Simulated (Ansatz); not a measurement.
# A hypothetical structure for CoAg2PbS4, part 2 of 2

This structure for CoAg2PbS4 is made up. Its elements were placed in a known structure type with a cell scaled to their sizes. What cell does the guess relax to, and how far off was it?

Ansatz 0.2.0; DFT, PBE, plane-wave PAW, files of the set soft_1, scalar-relativistic, ferromagnetic start, cell and ions relaxed at zero pressure; PAW set soft_1 (the session's first sound run).

So far: Set-up; Relaxation of the guess. The relaxed cell has a = 5.821, c = 11.131 Å (conventional setting).

### Step 3. Bands of the relaxed cell

With the geometry fixed, one more self-consistent run, with a narrower smearing and the mesh shown in its input, gives the bands, and its pressure, and its forces where symmetry allows any, show how far the geometry depends on these settings.

This step: DFT, PBE, plane-wave PAW, files of the set soft_1, scalar-relativistic, ferromagnetic start, bands and density of states at the relaxed cell; PAW set soft_1 (Ansatz 0.2.0).

Contents of input.yaml:

```yaml
crystal:
  lattice:
    - [-2.9102754417, 2.9102754417, 5.5654831672]
    - [2.9102754417, -2.9102754417, 5.5654831672]
    - [2.9102754417, 2.9102754417, -5.5654831672]
  atoms:
    - { symbol: Pb, position: [0.5, 0.5, 0.0] }
    - { symbol: Ag, position: [0.25, 0.75, 0.5] }
    - { symbol: Ag, position: [0.75, 0.25, 0.5] }
    - { symbol: Co, position: [0.0, 0.0, 0.0], spin: 1.6 }
    - { symbol: S, position: [0.0873965904, 0.6703908677, 0.0] }
    - { symbol: S, position: [0.9126034096, 0.9126034096, 0.5829942773] }
    - { symbol: S, position: [0.6703908677, 0.0873965904, 0.0] }
    - { symbol: S, position: [0.3296091323, 0.3296091323, 0.4170057227] }
magnetization:
  spin_polarized: true
kpoints:
  mp_grid: { grid: [8, 8, 8] }
  band_path:
    path:
      - [[0.0, 0.0, 0.0], [0.0, 0.0, 0.5], [-0.13672012, 0.13672012, 0.5], [-0.31836006, 0.31836006, 0.31836006], [0.0, 0.0, 0.0], [0.5, 0.5, -0.5], [0.31836006, 0.68163994, -0.31836006], [0.0, 0.5, 0.0], [0.25, 0.25, 0.25], [0.5, 0.5, -0.13672012], [0.5, 0.5, -0.5]]
      - [[0.0, 0.0, 0.5], [0.25, 0.25, 0.25]]
    npoints: 7
scf:
  occupations: { method: fermi_dirac, width: 0.03 }
  n_extra_bands: 13
hamiltonian:
  xc: pbe
  pseudopotentials: { kind: paw, azcp: { folder: soft_1 } }
output:
  forces: true
  stress: true
  write_bands: true
  dos: { projected: true }
  write_density: true
  write_potential: true
  elf: true
  volumetric_format: npy
```

On the command line:

```bash
ansatz run input.yaml --threads 4 --pin off --max-ram 10240MiB --backend cpu --events-out ev --progress --plain --runs-dir out
```

Numbers of over 12 decimals in the logs are rounded to 6 here.

The log of the run:

```text
[...]
Crystal: 8 atoms, lattice volume = 188.552 Å³
Basis set: ecut = 420 eV, 3691 PW (Γ), exchange–correlation on 96×96×96 points (8 copies of the dense FFT grid, shifted against one another)
Bands: 60, of which v1, the nominal top of the filled ones, is band 47 counted from 1 (46 counted from 0)
Symmetry: 8 space group operations
[...]
k-points: 59 of 512 (time reversal used)
[...]
Starting moments: Σ|m| = 1.6 μB on 1 of 8 sites
[...]
SCF iter   1: F=—  HF=-35827.164195 eV  |F-HF|=—  |Δ(HF+E_count)|=         —  Δρ=7.77e-2 (↑4.76e-2 ↓7.77e-2)  dr2=4.66e1  dr2_m=8.14e-1  M=1.004 μB ∫|m|=1.089 μB  β_m=0.30  ethr=3.10e-3  ⟨swp⟩=7.6  Hψ=31110  notcnv=0  defer=146
[...]
SCF iter  15: F=-35825.814847 eV  HF=-35825.814847 eV  |F-HF|=2.19e-9  |Δ(HF+E_count)|=   1.53e-8  Δρ=8.36e-7 (↑5.50e-7 ↓8.36e-7)  dr2=4.50e-9  dr2_m=2.45e-10  M=2.181 μB ∫|m|=2.269 μB  ethr=1.08e-10  ⟨swp⟩=17.1  Hψ=57857  notcnv=0
SCF 1 converged in 15 iterations: F = -35825.814847 eV  dr2 = 4.50e-9
[...]
NSCF: frozen V_eff on 79 k-points
SCF converged after 15 iterations
Magnetization: 2.1813 μB (47.5906 up, 45.4094 down)
Absolute magnetization: 2.2627 μB (∫|ρ↑−ρ↓|, with the PAW one-centre terms)
[...]
Per-site moments (μB) at R_I (Å): [(0.00372472, 1.135281), (0.021922, 1.044361), (0.021922, 1.044361), (1.588096, 0.900237), (0.041539, 0.900237), (0.041539, 0.900237), (0.041539, 0.900237), (0.041539, 0.900237)]
Free energy (F): -35825.814847 eV
[...]
Internal energy: -35825.801287 eV  (E = F + TS)
E sigma→0 (E₀):  -35825.808067 eV
Entropy (-TS):   -0.013561 eV (-1.695 meV/atom)
Fermi energy:    7.497022 eV
[...]
--- Forces (eV/Å), atoms counted from 1 ---
  atom   1  Pb     0.00000000     0.00000000    -0.00000000
  atom   2  Ag    -0.00000000    -0.00000000    -0.00000000
  atom   3  Ag    -0.00000000     0.00000000     0.00000000
  atom   4  Co     0.00000000     0.00000000    -0.00000000
  atom   5  S     -0.00549085     0.00549085    -0.00675945
  atom   6  S     -0.00549085    -0.00549085     0.00675945
  atom   7  S      0.00549085    -0.00549085    -0.00675945
  atom   8  S      0.00549085     0.00549085     0.00675945
  max |Σ_I F_I| component: 9.28e-17 eV/Å
--- Stress (GPa, compression-positive) ---
        0.002773       0.000000       0.000000
       -0.000000       0.002773      -0.000000
        0.000000      -0.000000      -0.001802
  P = ⅓ Tr σ = 0.0012 GPa (0.012 kbar)
--- Band table (eV; the first three rows and the last of 118) ---
  k-point 0 ↑: bands = [... 43 lower, 5.4129, 6.3617, 7.0520, 7.9958, 8.0501, 8.0501, 9.5065, 10.2766, ... 9 higher]
  k-point 1 ↑: bands = [... 43 lower, 5.5644, 6.4919, 6.8208, 7.8088, 7.9894, 8.0026, 9.8024, 10.4372, ... 9 higher]
  k-point 2 ↑: bands = [... 43 lower, 6.0318, 6.3197, 6.8089, 7.2779, 7.8570, 7.8614, 10.1936, 10.7004, ... 9 higher]
  k-point 58 ↓: bands = [... 43 lower, 6.5686, 6.6344, 7.8869, 8.1551, 8.1551, 8.2537, 9.5873, 10.4015, ... 9 higher]
```

The job ended after 44 s (4 threads of INTEL XEON PLATINUM 8581C at 2.30GHz (Emerald Rapids), shared host; peak memory 1.3 GiB).

Reading the cycles: dr2 is the Hartree energy of the density residual (eV), the measure of convergence; HF is the Harris–Foulkes estimate of the energy, which meets the free energy F at convergence.

Numbers from this step:

```
free energy             : -35825.8148 eV
energy at zero smearing : -35825.8081 eV
smearing term TS        : 0.01356 eV
Fermi energy            : 7.497 eV
magnetization           : 2.181 μB
absolute magnetization  : 2.263 μB
site moments            : 0.003725, 0.02192, 0.02192, 1.588, 0.04154, 0.04154, 0.04154, 0.04154 μB
pressure                : 0.001248 GPa
```

From bands.tsv, the bands that come nearest the Fermi level along the path, at its corners, in eV from the Fermi level:

| point | band_45_up | band_46_up | band_47_up | band_48_up | band_43_dn | band_44_dn | band_45_dn | band_46_dn |
| --- | --- | --- | --- | --- | --- | --- | --- | --- |
| Γ | -0.44 | 0.50 | 0.55 | 0.55 | -1.40 | -0.32 | 0.00 | 1.31 |
| X | -0.52 | -0.36 | -0.15 | -0.02 | -0.54 | -0.45 | 0.32 | 0.49 |
| Y | -0.55 | -0.33 | -0.24 | -0.16 | -0.61 | -0.25 | 0.01 | 0.62 |
| S | -0.65 | -0.28 | -0.21 | 0.43 | -0.91 | -0.56 | 0.34 | 0.42 |
| Γ | -0.44 | 0.50 | 0.55 | 0.55 | -1.40 | -0.32 | 0.00 | 1.31 |
| Z | -1.09 | -0.43 | -0.43 | 0.35 | -0.93 | -0.86 | 0.39 | 0.66 |
| S1 | -0.65 | -0.28 | -0.21 | 0.43 | -0.91 | -0.56 | 0.34 | 0.42 |
| N | -0.71 | -0.56 | -0.24 | 0.65 | -0.54 | -0.23 | -0.21 | 0.35 |
| P | -0.45 | -0.45 | -0.34 | -0.15 | -0.53 | -0.46 | 0.33 | 0.65 |
| Y1 | -0.55 | -0.33 | -0.24 | -0.16 | -0.61 | -0.25 | 0.01 | 0.62 |
| Z | -1.09 | -0.43 | -0.43 | 0.35 | -0.93 | -0.86 | 0.39 | 0.66 |
| X | -0.52 | -0.36 | -0.15 | -0.02 | -0.54 | -0.45 | 0.32 | 0.49 |
| P | -0.45 | -0.45 | -0.34 | -0.15 | -0.53 | -0.46 | 0.33 | 0.65 |

Spin density in the ac plane of the conventional cell at fractional y = 0.000, with atoms of Pb and Ag and Co within 0.2 Å of it.

Ten even steps from '0' (0.0 e/Å³) to '9' (3.7 e/Å³), each cell a mean:
```
5100000000000003
0000000000000000
0000000000000000
0000000000000000
0000000000000000
0000000000000000
0000000000000000
0000000000000000
0000000000000000
0000000000000000
0000000000000000
0000000000000000
0000000000000000
0000000000000000
0000000000000000
0000000000000000
0000000000000000
0000000000000000
0000000000000000
0000000000000000
0000000000000000
0000000000000000
0000000000000000
9200000000000006
```
Columns run along a (5.8 Å), rows up along c (11.1 Å), edges of the conventional cell, whose origin can differ from the input's. Atoms in or near the plane, at fractional coordinates: Pb at (0.00, 0.50), Ag at (0.50, 0.25), Ag at (0.50, 0.75), Co at (0.00, 0.00).

Valence density in the ac plane of the conventional cell at fractional y = 0.000, with atoms of Pb and Ag and Co within 0.2 Å of it. It is the smooth field of the valence electrons, not physical close to the nuclei.

Ten steps, logarithmic in the rise over the least value, from '0' (0 e/Å³) to '9' (34 e/Å³), each cell a mean:
```
8621000000000148
3211000000000113
1111000000001111
0000001111100000
0000013564210000
0000025887310000
0000025786310000
0000012443100000
0000000010000000
2100000000000011
5420000000000134
6531000000000246
6531000000000245
4310000000000123
1000000000000001
0000001111000000
0000013564200000
0000025887310000
0000025786310000
0000012443100000
0001100110001100
1111000000001111
5311000000000125
9731000000000159
```
Columns run along a (5.8 Å), rows up along c (11.1 Å), edges of the conventional cell, whose origin can differ from the input's. Atoms in or near the plane, at fractional coordinates: Pb at (0.00, 0.50), Ag at (0.50, 0.25), Ag at (0.50, 0.75), Co at (0.00, 0.00).

Electrostatic potential energy in the ac plane of the conventional cell at fractional y = 0.000, with atoms of Pb and Ag and Co within 0.2 Å of it. With pseudopotentials it is smooth inside the atoms' cores, unlike the true potential.

Values in eV, 24 rows by 16 columns, each cell a mean:
```
-35 -31  -7   8  11  12  12  12  12  12  12  11  10   2 -23 -34
-16  -6   5   9  10  11  12  12  12  12  12  11   9   7  -1 -13
  8   8   8   9  10  11  11  11  11  11  11  10   9   8   8   8
 11  11  10   9  10   9   7   2   1   5   8  10   9  10  10  11
 12  12  11  11  10   4 -10 -18 -18 -15  -1   8  10  11  12  12
 12  12  12  11   9  -3 -19  -8  -1 -17 -12   6  11  12  12  12
 12  12  12  11   9  -1 -18 -14  -9 -18  -9   7  11  12  12  12
 11  11  11  11  10   7  -3 -13 -14  -8   3   9  11  11  11  11
  8   8  10  10  11  10   9   8   7   9  10  11  11  10   9   8
 -7  -1   5   9  10  11  11  11  11  11  11  11  10   7   2  -5
-32 -28  -9   5   9  11  12  12  12  12  11  10   7  -1 -21 -32
-28 -33 -24   1   9  11  12  12  12  12  11  10   5 -11 -33 -30
-30 -34 -20   2   9  11  12  12  12  12  11  10   6  -8 -31 -32
-26 -18  -2   6  10  11  12  12  12  12  11  11   8   3 -11 -24
  2   4   7   9  11  11  11  11  11  11  11  11  10   8   6   2
  9  10  10  11  11  10   7   2   1   5   9  10  11  11  10   9
 11  11  11  11  10   4 -10 -18 -18 -15  -1   8  11  11  11  11
 12  12  12  11   9  -3 -19  -8  -1 -17 -12   6  11  12  12  12
 12  12  12  11   9  -1 -18 -14  -9 -18  -9   7  11  12  12  12
 12  11  11  10  10   7  -3 -13 -14  -8   3   9  10  11  11  12
 10  10   9   9   9  10   9   8   7   8  10  10   9   9  10  10
  3   6   8   9  10  11  11  11  11  11  11  10   9   8   7   4
-27 -17   1   8  11  12  12  12  12  12  12  11  10   6  -9 -25
-34 -33 -11   7  11  12  12  12  12  12  12  12  10   1 -27 -35
```
Columns run along a (5.8 Å; values clipped at the 3rd and 97th percentile), rows up along c (11.1 Å), edges of the conventional cell, whose origin can differ from the input's. Atoms in or near the plane, at fractional coordinates: Pb at (0.00, 0.50), Ag at (0.50, 0.25), Ag at (0.50, 0.75), Co at (0.00, 0.00).

### Step 4. Summary of results

```
space group, relaxed : I-42m
conventional cell    : a = 5.821, b = 5.821, c = 11.131 Å; α = 90.0°, β = 90.0°, γ = 90.0°
volume per atom      : 23.57 Å³ (guess 22.40)
total moment         : 2.15 μB in the cell of 8 atoms
```

What this shows: CoAg2PbS4 relaxes to I-42m with a = 5.821, b = 5.821 and c = 11.131 Å. The guessed volume was 5 % too small. The space group I-42m was held in the relaxation, so the end point is a stationary structure within it and may be a saddle against distortions or other arrangements. The input starts from parallel moments, and no other start was typed. Bands cross the Fermi level, so it is a metal or semimetal at this level. On the 8×8×8 mesh with the narrower smearing (relaxed on 7×7×7) the largest force component is 0.007 eV/Å and the largest stress component is 0.003 GPa, within the relaxation's thresholds of 0.015 eV/Å and 0.05 GPa. The cutoff wasn't tested. Spin-orbit coupling is left out, which can matter for elements this heavy. No dispersion term is used, so weakly bound directions may come out too long. Nothing here tests whether the compound is stable against decomposition.

[Logs are printed without paths, hosts, clocks, repeated set-up lines and the standing remarks that a program may print on its own settings, such as how far it seeks lower states.]

[Hosts, paths, dates, database ids (printed as entryN), source tags and the programs' standing remarks are cut or masked in the printed files.]
